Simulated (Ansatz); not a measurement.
# Ge wire along [111], 38 atoms a period, H-terminated: bands by functional, part 2 of 2

Wanted: the relaxed geometry and the bands of the Ge wire along [111], 38 atoms a period, H-terminated.

Ansatz 0.2.0; DFT PBE, plane waves, PAW; relaxation of a wire's period; PAW set soft_1 (the session's first sound run).

So far. Step 2 (The relaxed wire): The cell's length comes to 9.956 Å with spin left out.

## (3) Bands of the perfect wire

This step: DFT PBE, plane waves, PAW; bands of a perfect wire; PAW set soft_1 (Ansatz 0.2.0).

At the relaxed period the bands are computed along the axis; those that cross an energy going forward count the channels that a perfect wire would open there.

input.yaml reads:

```yaml
crystal:
  lattice:
    - [17.493, 0.0, 0.0]
    - [0.0, 19.148, 0.0]
    - [0.0, 0.0, 9.9562706592]
  atoms:
    - { symbol: Ge, position: [0.269768487, 0.621426203, 0.00106998] }
    - { symbol: Ge, position: [0.384287702, 0.43895656, 0.000169212] }
    - { symbol: Ge, position: [0.5, 0.622055019, 0.000171297] }
    - { symbol: Ge, position: [0.270061056, 0.62127213, 0.247660138] }
    - { symbol: Ge, position: [0.38449389, 0.439065676, 0.24979985] }
    - { symbol: Ge, position: [0.5, 0.257424443, 0.247655488] }
    - { symbol: Ge, position: [0.5, 0.621837893, 0.249802489] }
    - { symbol: Ge, position: [0.61550611, 0.439065676, 0.24979985] }
    - { symbol: Ge, position: [0.729938944, 0.62127213, 0.247660138] }
    - { symbol: H, position: [0.197202334, 0.415477383, 0.282501376] }
    - { symbol: H, position: [0.26848925, 0.302677892, 0.28249919] }
    - { symbol: H, position: [0.428713294, 0.781812186, 0.28250099] }
    - { symbol: H, position: [0.571286706, 0.781812186, 0.28250099] }
    - { symbol: H, position: [0.73151075, 0.302677892, 0.28249919] }
    - { symbol: H, position: [0.802797666, 0.415477383, 0.282501376] }
    - { symbol: H, position: [0.197202334, 0.584501979, 0.300831958] }
    - { symbol: H, position: [0.26848925, 0.69730147, 0.300834143] }
    - { symbol: H, position: [0.428713294, 0.218167176, 0.300832343] }
    - { symbol: H, position: [0.571286706, 0.218167176, 0.300832343] }
    - { symbol: H, position: [0.73151075, 0.69730147, 0.300834143] }
    - { symbol: H, position: [0.802797666, 0.584501979, 0.300831958] }
    - { symbol: Ge, position: [0.270061056, 0.378707232, 0.335673195] }
    - { symbol: Ge, position: [0.38449389, 0.560913686, 0.333533484] }
    - { symbol: Ge, position: [0.5, 0.378141469, 0.333530845] }
    - { symbol: Ge, position: [0.5, 0.742554919, 0.335677845] }
    - { symbol: Ge, position: [0.61550611, 0.560913686, 0.333533484] }
    - { symbol: Ge, position: [0.729938944, 0.378707232, 0.335673195] }
    - { symbol: Ge, position: [0.269768487, 0.378553158, 0.582263353] }
    - { symbol: Ge, position: [0.384287702, 0.561022802, 0.583164122] }
    - { symbol: Ge, position: [0.5, 0.377924343, 0.583162036] }
    - { symbol: Ge, position: [0.5, 0.742865163, 0.582269025] }
    - { symbol: Ge, position: [0.615712298, 0.561022802, 0.583164122] }
    - { symbol: Ge, position: [0.730231513, 0.378553158, 0.582263353] }
    - { symbol: H, position: [0.197761524, 0.537771105, 0.61649977] }
    - { symbol: H, position: [0.313061115, 0.720220061, 0.616497847] }
    - { symbol: H, position: [0.384700365, 0.241973557, 0.616494754] }
    - { symbol: H, position: [0.615299635, 0.241973557, 0.616494754] }
    - { symbol: H, position: [0.686938885, 0.720220061, 0.616497847] }
    - { symbol: H, position: [0.802238476, 0.537771105, 0.61649977] }
    - { symbol: H, position: [0.197276904, 0.340322198, 0.63520676] }
    - { symbol: H, position: [0.5, 0.819333497, 0.635216766] }
    - { symbol: H, position: [0.802723096, 0.340322198, 0.63520676] }
    - { symbol: Ge, position: [0.270286244, 0.498971733, 0.668011426] }
    - { symbol: Ge, position: [0.384178044, 0.318752979, 0.668010001] }
    - { symbol: Ge, position: [0.386106456, 0.682244634, 0.668012071] }
    - { symbol: Ge, position: [0.5, 0.499989825, 0.666420249] }
    - { symbol: Ge, position: [0.613893544, 0.682244634, 0.668012071] }
    - { symbol: Ge, position: [0.615821956, 0.318752979, 0.668010001] }
    - { symbol: Ge, position: [0.729713756, 0.498971733, 0.668011426] }
    - { symbol: Ge, position: [0.270286244, 0.501007629, 0.915321907] }
    - { symbol: Ge, position: [0.386106456, 0.317734728, 0.915321262] }
    - { symbol: Ge, position: [0.384178044, 0.681226383, 0.915323332] }
    - { symbol: Ge, position: [0.5, 0.499989537, 0.916913085] }
    - { symbol: Ge, position: [0.615821956, 0.681226383, 0.915323332] }
    - { symbol: Ge, position: [0.613893544, 0.317734728, 0.915321262] }
    - { symbol: Ge, position: [0.729713756, 0.501007629, 0.915321907] }
    - { symbol: H, position: [0.197276904, 0.659657164, 0.948126573] }
    - { symbol: H, position: [0.5, 0.180645864, 0.948116567] }
    - { symbol: H, position: [0.802723096, 0.659657164, 0.948126573] }
    - { symbol: H, position: [0.197761524, 0.462208257, 0.966833564] }
    - { symbol: H, position: [0.313061115, 0.279759301, 0.966835486] }
    - { symbol: H, position: [0.384700365, 0.758005805, 0.966838579] }
    - { symbol: H, position: [0.615299635, 0.758005805, 0.966838579] }
    - { symbol: H, position: [0.686938885, 0.279759301, 0.966835486] }
    - { symbol: H, position: [0.802238476, 0.462208257, 0.966833564] }
    - { symbol: Ge, position: [0.5, 0.257114199, 0.001064308] }
    - { symbol: Ge, position: [0.615712298, 0.43895656, 0.000169212] }
    - { symbol: Ge, position: [0.730231513, 0.621426203, 0.00106998] }
kpoints:
  mp_grid: { grid: [1, 1, 9] }
  band_path: { path: ["Γ", Z], npoints: 90 }
scf:
  occupations: { method: fermi_dirac, width: 0.05 }
hamiltonian:
  xc: pbe
  pseudopotentials: { kind: paw, azcp: { folder: soft_1 } }
output:
  dos: { e_range: [-5, 4] }
  write_potential: true
  write_density: true
  volumetric_format: npy
```

Command:

```sh
$ ansatz run input.yaml --threads 4 --pin off --max-ram 16384MiB --backend cpu --events-out ev --progress --plain --runs-dir out
```

Numbers of over 12 decimals in the logs are rounded to 6 here.

Output:

```text
[...]
Crystal: 68 atoms, lattice volume = 3334.912 Å³
Basis set: ecut = 420 eV, 65221 PW (Γ)
Bands: 349, of which v1, the nominal top of the filled ones, is band 281 counted from 1 (280 counted from 0)
Symmetry: 4 space group operations
[...]
k-points: 5 of 9
[...]
SCF iter   1: F=—  HF=-163686.710939 eV  |F-HF|=—  |Δ(HF+E_count)|=         —  Δρ=3.21e-2  dr2=2.87e1  ethr=3.10e-3  ⟨swp⟩=6.6  Hψ=6973  notcnv=0  defer=63
[...]
SCF iter  11: F=-163678.984463 eV  HF=-163678.984463 eV  |F-HF|=5.68e-9  |Δ(HF+E_count)|=   6.14e-8  Δρ=6.26e-7  dr2=9.75e-9  ethr=1.78e-11  ⟨swp⟩=13.8  Hψ=7562  notcnv=0
SCF 1 converged in 11 iterations: F = -163678.984463 eV  dr2 = 9.75e-9
[...]
NSCF: frozen V_eff on 91 k-points
WARN: pass on a band path, mesh or list of k-points: the 91 k-points are solved 4 at a time at the most, because the 14.40 GiB of host memory that the pass is priced against does not hold them all with the solver's workspace as planned. The pass can take longer, above all where fewer k-points are solved at a time than the run has threads. As a rule a larger memory budget leaves room for more at once. The budget is what a run with no `--max-ram-frac` typed is planned for, 0.8 of the host's memory or its container's limit. More memory there lifts it, and so does a share over 0.88 that is typed (of such a share the budget is ten elevenths): [rest of the remark cut]
WARN: The output density's exchange-correlation potential varies sharply where the density is thin. Do not read a vacuum level from v_tot or v_xc, or from such a field of the output density. On a cell that repeats whose density bears no net charge and no dipole along the vacuum's axis use v_es (v_loc + v_h of the components); under efield.dipole_correction with no amplitude use v_es + v_field, which holds any externa [...]
SCF converged after 11 iterations
Free energy (F): -163678.984463 eV
[...]
Internal energy: -163678.984463 eV  (E = F + TS)
E sigma→0 (E₀):  -163678.984463 eV
Fermi energy:    -0.528590 eV
[...]
--- Band table (eV; the first three rows and the last of 5) ---
  k-point 0: bands = [... 277 lower, -2.1533, -2.1484, -2.1484, -1.4861, 0.5951, 0.7515, 0.8494, 0.8499, ... 64 higher]
  k-point 1: bands = [... 277 lower, -2.2430, -2.0802, -2.0801, -1.5927, 0.6300, 0.7965, 0.8205, 0.8221, ... 64 higher]
  k-point 2: bands = [... 277 lower, -2.3404, -2.0592, -2.0591, -1.8764, 0.7070, 0.7443, 0.7462, 0.8247, ... 64 higher]
  k-point 4: bands = [... 277 lower, -2.3055, -2.3054, -2.1608, -2.1607, 0.4677, 0.6133, 0.6142, 0.9397, ... 64 higher]
```

It took 44 min on 4 threads of Arm Neoverse V1, shared host; peak memory 13 GiB.

This step gave:

```yaml
band_gap: 1.936 eV
```

The electronic bands at the labelled points (eV, zero at the Fermi level; v1 is the highest filled band, c1 the lowest empty one):

```tsv
point	v4	v3	v2	v1	c1	c2	c3	c4
Γ	-1.62	-1.62	-1.62	-0.96	1.12	1.28	1.38	1.38
halfway	-1.84	-1.53	-1.53	-1.44	1.24	1.24	1.24	1.34
Z	-1.76	-1.76	-1.65	-1.65	0.98	1.14	1.14	1.47
```

The gap is 1.94 eV, with spin left out.

The path shows an indirect gap of 1.94 eV (valence top at Γ, conduction bottom at Z). The least direct gap is 2.08 eV.

## (4) Levels at the same atoms, cutoff 500 eV, k-mesh 1×1×7

This step: DFT r2SCAN, plane waves, PAW; bands of a perfect wire at the PBE geometry; PAW set soft_1 (Ansatz 0.2.0).

The atoms stay at the PBE geometry and the functional changes. r2SCAN also reads the kinetic-energy density; it often gives larger moments and wider gaps than PBE, at a higher cost. Against the first PBE run of this kind, the cutoff is 500 eV against 420 and the mesh along the wire has 7 points against 9.

Changes to input.yaml since step 3:

```diff
@@ -75,3 +75,3 @@
 kpoints:
-  mp_grid: { grid: [1, 1, 9] }
+  mp_grid: { grid: [1, 1, 7] }
   band_path: { path: ["Γ", Z], npoints: 90 }
@@ -80,8 +80,3 @@
 hamiltonian:
-  xc: pbe
+  xc: r2scan
   pseudopotentials: { kind: paw, azcp: { folder: soft_1 } }
-output:
-  dos: { e_range: [-5, 4] }
-  write_potential: true
-  write_density: true
-  volumetric_format: npy
```

Output:

```text
[...]
Crystal: 68 atoms, lattice volume = 3334.912 Å³
Basis set: ecut = 500 eV, 84647 PW (Γ), exchange–correlation on 512×576×300 points (64 copies of the dense FFT grid, shifted against one another)
Bands: 349, of which v1, the nominal top of the filled ones, is band 281 counted from 1 (280 counted from 0)
Symmetry: 4 space group operations
[...]
k-points: 4 of 7
[...]
SCF iter   1: F=—  HF=-163985.950087 eV  |F-HF|=—  |Δ(HF+E_count)|=         —  Δρ=3.14e-2  dr2=2.68e1  dr2_τ=2.28e-1  ethr=3.10e-3  ⟨swp⟩=6.5  Hψ=5558  notcnv=0  defer=72
[...]
SCF iter  10: F=-163981.997449 eV  HF=-163981.997449 eV  |F-HF|=2.28e-7  |Δ(HF+E_count)|=   2.00e-6  Δρ=1.34e-6  dr2=6.61e-8  dr2_τ=1.06e-9  ethr=1.78e-11  ⟨swp⟩=13.0  Hψ=7594  notcnv=0
SCF 1 converged in 10 iterations: F = -163981.997449 eV  dr2 = 6.61e-8
[...]
SCF converged after 10 iterations
Free energy (F): -163981.997449 eV
[...]
Internal energy: -163981.997449 eV  (E = F + TS)
E sigma→0 (E₀):  -163981.997449 eV
Fermi energy:    -0.546877 eV
[...]
--- Band table (eV) ---
  k-point 0: bands = [... 277 lower, -2.3643, -2.3614, -2.3614, -1.6671, 0.7819, 0.8477, 0.9424, 0.9428, ... 64 higher]
  k-point 1: bands = [... 277 lower, -2.4891, -2.2793, -2.2792, -1.8436, 0.8228, 0.9095, 0.9106, 0.9179, ... 64 higher]
  k-point 2: bands = [... 277 lower, -2.6289, -2.2898, -2.2881, -2.2880, 0.8042, 0.8152, 0.8162, 0.9426, ... 64 higher]
  k-point 3: bands = [... 277 lower, -2.5407, -2.5406, -2.3700, -2.3699, 0.6174, 0.7432, 0.7438, 1.0539, ... 64 higher]
```

It took 68 min on 4 threads; peak memory 13 GiB.

This step gave:

```yaml
band_gap: 2.256 eV
```

The electronic bands at the labelled points (eV, zero at the Fermi level; v1 is the highest filled band, c1 the lowest empty one):

```tsv
point	v4	v3	v2	v1	c1	c2	c3	c4
Γ	-1.82	-1.81	-1.81	-1.12	1.33	1.39	1.49	1.49
halfway	-2.05	-1.73	-1.73	-1.61	1.39	1.40	1.40	1.47
Z	-1.97	-1.97	-1.85	-1.85	1.14	1.28	1.29	1.61
```

The gap is 2.26 eV, against 1.94 eV under PBE at the relaxed period.

## (5) Outcome

* cell length, PBE: 9.956 Å
* gap, PBE: 1.94 eV
* gap, r2SCAN: 2.26 eV

**Reading.** Under PBE the cell's length is 9.96 Å, and a gap of 1.94 eV makes it a semiconductor. At the relaxed period the wire is gapped under every functional, from 1.94 eV (PBE) to 2.26 eV (r2SCAN). Weak screening in one dimension makes quasiparticle gaps larger than the semilocal gaps, as a rule.

[Logs are printed without paths, hosts, clocks, repeated set-up lines and the standing remarks that a program may print on its own settings, such as how far it seeks lower states.]

[Hosts, paths, dates, database ids (printed as entryN), source tags and the programs' standing remarks are cut or masked in the printed files.]
